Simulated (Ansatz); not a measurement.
# (GaN)3(SiC)1 [0001] superlattice, started as wurtzite: the cell at rest

Task: relax (GaN)3(SiC)1 [0001] superlattice, started as wurtzite tightly.

Program: Ansatz 0.2.0. Level of theory: DFT PBE, scalar-relativistic, plane waves, PAW. Results are calculated unless marked as measured.

Report form: the programs' logs are mostly left out.

The structure was built from a prototype and need not be the compound's stable phase.

## 1. The structure

The structure is trigonal, space group P3m1 (No. 156). The conventional cell has a = 3.163 Å, b = 3.163 Å, c = 10.310 Å, α = 90.00°, β = 90.00°, γ = 120.00°. Nearest to C lie 1 Si at 1.93 Å and 3 Ga at 1.94 Å. Nearest to Ga lie 1 N at 1.93 Å and 3 C at 1.94 Å. Nearest to Ga lie 4 N at 1.93 to 1.94 Å. Nearest to N lie 4 Ga at 1.93 to 1.94 Å. Nearest to N lie 4 Ga at 1.93 to 1.94 Å. Farther neighbours and most contacts between anions are not listed.

Structure file:

```cif
data_structure
_symmetry_space_group_name_H-M 'P 1'
_symmetry_Int_Tables_number 1
_cell_length_a 3.1625
_cell_length_b 3.1625
_cell_length_c 10.3100
_cell_angle_alpha 90.000
_cell_angle_beta 90.000
_cell_angle_gamma 120.000
_cell_volume 89.30
loop_
_atom_site_label
_atom_site_type_symbol
_atom_site_fract_x
_atom_site_fract_y
_atom_site_fract_z
_atom_site_occupancy
C1 C 0.66667 0.33333 0.93750 1
Ga2 Ga 0.33333 0.66667 0.00000 1
Ga3 Ga 0.66667 0.33333 0.25000 1
Ga4 Ga 0.33333 0.66667 0.50000 1
N5 N 0.33333 0.66667 0.18750 1
N6 N 0.66667 0.33333 0.43750 1
N7 N 0.33333 0.66667 0.68750 1
Si8 Si 0.66667 0.33333 0.75000 1
```

## 2. A coarse first look

First a cheap look: the gap decides the mesh and the occupations, the pressure tells how far the cell has to move.

input.yaml reads:

```yaml
crystal:
  lattice:
    - [3.1625, 0.0, 0.0]
    - [-1.58125, 2.73881, 0.0]
    - [0.0, 0.0, 10.31]
  atoms:
    - { symbol: C, position: [0.666667, 0.333333, 0.9375] }
    - { symbol: Ga, position: [0.333333, 0.666667, 0.0] }
    - { symbol: Ga, position: [0.666667, 0.333333, 0.25] }
    - { symbol: Ga, position: [0.333333, 0.666667, 0.5] }
    - { symbol: "N", position: [0.333333, 0.666667, 0.1875] }
    - { symbol: "N", position: [0.666667, 0.333333, 0.4375] }
    - { symbol: "N", position: [0.333333, 0.666667, 0.6875] }
    - { symbol: Si, position: [0.666667, 0.333333, 0.75] }
kpoints:
  mp_grid: { grid: [6, 6, 2] }
hamiltonian:
  xc: pbe
scf:
  occupations: { method: gaussian, width: 0.1 }
output:
  forces: true
  stress: true
  eigenvalues: true
```

On the command line:

```console
$ ansatz run input.yaml --threads 8 --pin off --max-ram 14336MiB --backend cpu --events-out ev --progress --plain --runs-dir out
```

Wall time 0.74 s (8 threads of Arm Neoverse V2, shared host); peak memory 0.43 GiB; 4.5 s of CPU time.

This step gave:

- pressure: 6.425 GPa
- volume per atom: 11.16 Å³
- gap on the k-mesh: 0 eV

The coarse mesh shows no gap and a pressure of 6.4 GPa.

## 3. Coarse relaxation

A rough relaxation comes first, because large forces or stress need no tight tolerances yet.

input.yaml: that of step 2 with these lines changed.

```diff
@@ -15,3 +15,3 @@
 kpoints:
-  mp_grid: { grid: [6, 6, 2] }
+  mp_grid: { grid: [9, 9, 2] }
 hamiltonian:
@@ -24 +24,6 @@
   eigenvalues: true
+relax:
+  adjacent_minimum: "off"
+  f_tol: 0.05
+  max_steps: 80
+  cell: { stress_tol: 0.5 }
```

Wall time 9.6 s (8 threads); peak memory 0.54 GiB; 67 s of CPU time.

Relaxation path:

```tsv
step	energy less that of the first step (eV)	largest force component (eV/Å)	pressure (GPa)	volume (Å³)
1	0.0000	3.3747	6.55	89.30
2	-0.3868	2.0847	2.30	91.07
3	-0.4726	2.2995	2.23	91.80
4	-0.5276	0.5216	-0.20	92.59
5	-0.5460	0.2438	-0.03	92.49
6	-0.5483	0.0612	0.04	92.53
7	-0.5487	0.0167	0.14	92.47
8*	-0.5589	0.0170	0.29	92.47
```

Relaxation steps marked * repeat the geometry before them on a plane-wave basis chosen anew for their cell, so energy and pressure can jump there.

Forces are held to the 6 operations that the run works with; a distortion that breaks them can't arise in this run.

```tsv
conventional cell, symmetrised	before	after	change
a (Å)	3.163	3.199	+1.1 %
b (Å)	3.163	3.199	+1.1 %
c (Å)	10.310	10.436	+1.2 %
volume (Å³/atom)	11.16	11.56	+3.6 %
```

The atoms that moved most (Å, as changes of fractional coordinates times the final cell):

```tsv
atom	dx	dy	dz	length
Si8	0.000	0.000	0.126	0.126
C1	0.000	0.000	-0.079	0.079
Ga2	0.000	0.000	-0.060	0.060
N7	0.000	0.000	0.058	0.058
Ga3	0.000	0.000	-0.056	0.056
Ga4	0.000	0.000	-0.046	0.046
N6	0.000	0.000	0.033	0.033
N5	0.000	0.000	0.023	0.023
```

Numbers from this step:

| Quantity | Value |
| --- | --- |
| pressure | 0.2856 GPa |
| volume per atom | 11.56 Å³ |

In this step the volume went from 11.16 to 11.56 Å³/atom.

## 4. Relaxation

The cell and atoms are relaxed, since residual forces and stress would shift the frequencies.

input.yaml reads:

```yaml
crystal:
  lattice:
    - [3.1986424914, 0.0, 0.0]
    - [-1.5993212457, 2.7701056552, 0.0]
    - [0.0, 0.0, 10.4362596149]
  atoms:
    - { symbol: C, position: [0.6666666667, 0.3333333333, 0.9299614105] }
    - { symbol: Ga, position: [0.3333333333, 0.6666666667, -0.0057422311] }
    - { symbol: Ga, position: [0.6666666667, 0.3333333333, 0.2446642111] }
    - { symbol: Ga, position: [0.3333333333, 0.6666666667, 0.4955808899] }
    - { symbol: "N", position: [0.3333333333, 0.6666666667, 0.1897148689] }
    - { symbol: "N", position: [0.6666666667, 0.3333333333, 0.4406450773] }
    - { symbol: "N", position: [0.3333333333, 0.6666666667, 0.6930611575] }
    - { symbol: Si, position: [0.6666666667, 0.3333333333, 0.762114616] }
kpoints:
  mp_grid: { grid: [12, 12, 4] }
hamiltonian:
  xc: pbe
scf:
  occupations: { method: gaussian, width: 0.1 }
output:
  forces: true
  stress: true
  eigenvalues: true
relax:
  adjacent_minimum: "off"
  f_tol: 0.005
  max_steps: 80
  cell: { stress_tol: 0.05 }
```

Elapsed: 12 s, on 8 threads; peak memory 0.62 GiB.

Little changed from the start: no atom moved by 0.005 Å and no cell edge by 0.1 %.

Numbers from this step:

| Item | Value |
| --- | --- |
| pressure | 0.007005 GPa |
| volume per atom | 11.58 Å³ |

In this step the volume went from 11.56 to 11.58 Å³/atom.

## 5. Tight relaxation

Phonons need a cell at rest on their own settings, so the relaxation is repeated with tight tolerances on forces and stress, using the mesh and the filling of the phonon run that follows.

input.yaml reads:

```yaml
crystal:
  lattice:
    - [3.2002571896, 0.0, 0.0]
    - [-1.6001285948, 2.7715040249, 0.0]
    - [0.0, 0.0, 10.4442397205]
  atoms:
    - { symbol: C, position: [0.6666666667, 0.3333333333, 0.929872612] }
    - { symbol: Ga, position: [0.3333333333, 0.6666666667, -0.0058134084] }
    - { symbol: Ga, position: [0.6666666667, 0.3333333333, 0.2446858514] }
    - { symbol: Ga, position: [0.3333333333, 0.6666666667, 0.4957320713] }
    - { symbol: "N", position: [0.3333333333, 0.6666666667, 0.1896611388] }
    - { symbol: "N", position: [0.6666666667, 0.3333333333, 0.4407421146] }
    - { symbol: "N", position: [0.3333333333, 0.6666666667, 0.6930592398] }
    - { symbol: Si, position: [0.6666666667, 0.3333333333, 0.7620603805] }
kpoints:
  mp_grid: { grid: [12, 12, 4] }
hamiltonian:
  xc: pbe
scf:
  occupations: { method: methfessel_paxton, width: 0.2 }
output:
  forces: true
  stress: true
  eigenvalues: true
  write_density: true
  write_potential: true
  elf: true
  volumetric_format: npy
relax:
  adjacent_minimum: "off"
  f_tol: 0.001
  max_steps: 60
  cell: { stress_tol: 0.01 }
```

Run time: 18 s. Hardware: 8 threads; peak memory 0.63 GiB.

Little changed from the start: no atom moved by 0.005 Å and no cell edge by 0.1 %.

This step gave:

```
pressure : 5.01e-5 GPa
```

Electrostatic potential energy in the ac plane at fractional y = 0.333, with atoms of C and Ga and N and Si within 0.2 Å of it. With pseudopotentials it is smooth inside the atoms' cores, unlike the true potential.

Values in eV, 24 rows by 14 columns, each cell a mean:
```
  7   4   2   3   5   8   6  -5 -23 -34 -29 -14   2   8
 10  10   9   9  10   9   2 -20 -45 -50 -49 -35  -7   7
 12  12  12  12  12  11   7  -3 -20 -30 -26 -12   3  10
 11  12  12  12  12  10   7   2  -4  -8  -7  -1   5   9
  7  10  11  11   9   4  -6 -21 -35 -41 -39 -29 -13   0
  5   9  10   9   7   0 -16 -37 -49 -50 -50 -45 -27  -7
  6   8   9   9   7   3  -7 -22 -36 -42 -40 -30 -14  -1
  9  10  10  10   9   8   5   1  -5  -8  -7  -2   3   7
 11  11  11  11  11  11  10   9   8   8   8   9  10  11
 11  10  10  10  10  11  11  11  12  12  12  12  11  11
  8   6   5   5   7   9  10  11  12  12  12  12  11  10
  5   1  -1   0   3   7   8   7   3  -1   1   5   8   8
  6   3   1   1   4   6   3 -13 -33 -42 -39 -24  -3   6
  9   8   7   7   9   9   2 -20 -43 -50 -48 -33  -8   7
 12  11  11  11  11  11   9   3  -9 -17 -14  -3   7  11
 11  12  12  12  12  11   9   7   4   3   3   5   8  10
  9  11  12  12  10   7   0  -6 -10 -11 -10  -8  -3   4
  7  10  11  11   9   2  -8 -12 -12 -11 -11 -12 -11  -3
  7  10  11  11   9   3  -7 -12 -12 -11 -12 -12 -10  -2
 10  11  11  11  10   8   3  -3  -8 -10  -9  -6   0   6
 12  12  12  12  12  12  11   9   7   6   7   8  10  11
 12  12  12  12  12  12  12  12  12  12  12  12  12  12
 10   8   7   7   9  10  12  13  13  13  13  13  12  11
  7   3   1   2   4   8  10  10   9   8   8  10  11  10
```
Columns run along a (3.2 Å; values clipped at the 3rd and 97th percentile), rows up along c (10.4 Å). Atoms in or near the plane, at fractional coordinates: C at (0.67, 0.93), Ga at (0.67, 0.24), N at (0.67, 0.44), Si at (0.67, 0.76).

Valence density in the ac plane at fractional y = 0.333, with atoms of C and Ga and N and Si within 0.2 Å of it. It is the smooth field of the valence electrons, not physical close to the nuclei.

Ten steps, logarithmic in the rise over the least value, from '_' (0 e/Å³) to '@' (31 e/Å³), each cell a mean:
```
..............::::------------::::
......__......::----========--::::
..__________....::------------::..
______________..::::::----::::....
______________....................
..................__________......
....................______........
....................________......
__________________________________
__________________________________
__________________________________
..................::::----::::....
..............::--====++++==----::
....______....::--==++++++++==--::
______________..::----====--::::..
________________....::::::::....__
______________....--==++++--::....
....______....::--**%%@@@@##++::..
..............::--++%%@@@@##==::..
..................::------::::....
____......________________________
__________________________________
__________________________________
......................::::........
```
Columns run along a (3.2 Å), rows up along c (10.4 Å). Atoms in or near the plane, at fractional coordinates: C at (0.67, 0.93), Ga at (0.67, 0.24), N at (0.67, 0.44), Si at (0.67, 0.76).

ELF in the ac plane at fractional y = 0.333, with atoms of C and Ga and N and Si within 0.2 Å of it. It is the smooth field of the valence electrons, not physical close to the nuclei.

Ten even steps from '0' (0.02) to '9' (0.87), each cell a mean:
```
53222358986557997
63222478873014788
53112367887667887
41001257899999986
31111235555555554
54444555322442245
77666777642222577
66666665543233456
34454432211111122
11222110000000000
11111112233333322
22222235788888764
42222358986457997
52111368985226898
31001246899999876
10000013445555432
11111111211111121
24444322100100112
46676532100000122
56776643221112223
34555432111111112
12222111000000001
11111112223333222
32222235777777764
```
Columns run along a (3.2 Å), rows up along c (10.4 Å). Atoms in or near the plane, at fractional coordinates: C at (0.67, 0.93), Ga at (0.67, 0.24), N at (0.67, 0.44), Si at (0.67, 0.76).

The largest force component left is 0.32 meV/Å and the pressure is 0.000 GPa, within the tolerances set. The cell now holds 11.58 Å³/atom.

## 6. Summary of results

| Property | Result |
| --- | --- |
| space group after relaxation (within 0.01 Å) | P3m1 |
| lattice constant a | 3.200 Å |
| lattice constant b | 3.200 Å |
| lattice constant c | 10.445 Å |
| volume per atom | 11.6 Å³ |

**Reading.** The largest force component left is 0.32 meV/Å and the pressure is 0.000 GPa, within the tolerances set. The cell now holds 11.58 Å³/atom. The relaxation keeps the symmetry of its start, so it says nothing on stability against lower symmetry. The starting cell was built on a prototype and not taken from a measurement, so the phase need not exist.

[Logs are printed without paths, hosts, clocks, repeated set-up lines and the standing remarks that a program may print on its own settings, such as how far it seeks lower states.]

[Hosts, paths, dates, database ids (printed as entryN), source tags and the programs' standing remarks are cut or masked in the printed files.]
